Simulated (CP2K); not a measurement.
Consider trifluoroacetic acid at its PBE geometry (Å).

```xyz
8

O     1.2241   -0.8369    0.3760
C     0.6008    0.2890   -0.0486
O     1.1207    1.3409   -0.3501
C    -0.9314    0.0276   -0.0849
F    -1.3775   -0.3271    1.1540
F    -1.5913    1.1320   -0.4824
F    -1.2312   -0.9829   -0.9476
H     2.1859   -0.6425    0.3836
```

Method: CP2K XAS_TDP, all-electron GAPW, PBEh(45%), aug-cc-pVDZ, TDA, no relativity.

Question: Predict the bright core excitations at the O K edge.

Leading lines: O1 530.51 eV and O3 527.18 eV. The leading line of an atom is its first one with 35 % of the strongest within 2.5 eV of its lowest line over the strength cut. 

The first six lines of each atom with a strength over 0.0015:

```
                  atom  energy (eV)  states  strength, one atom
O1 (bonded to C and H)       530.51       1              0.0168
                             531.81       1              0.0213
                             534.25       1              0.0236
                             535.03       1              0.0147
                             535.13       1              0.0041
                             535.30       1              0.0053
      O3 (bonded to C)       527.18       1              0.0420
                             531.99       1              0.0026
                             533.18       1              0.0045
                             534.03       1              0.0017
                             534.48       1              0.0094
                             534.77       1              0.0050
```

Lines are vertical, at one geometry, with no vibrational structure. Without a correction of the core level, line positions, and the gaps between valence and Rydberg lines, follow the share of exact exchange. At this level such K lines come out 3 to 6 eV under measured ones. These values hold no scalar relativity, about 0.4 eV for O 1s. Rydberg lines, and the discretised continuum above threshold, depend on the basis and the box.

[Banner, clock and machine lines of the logs are left out without a mark of their own.]

[Logs are printed without paths, hosts, clocks, repeated set-up lines and the standing remarks that a program may print on its own settings, such as how far it seeks lower states.]

[Hosts, paths, dates, database ids (printed as entryN), source tags and the programs' standing remarks are cut or masked in the printed files.]
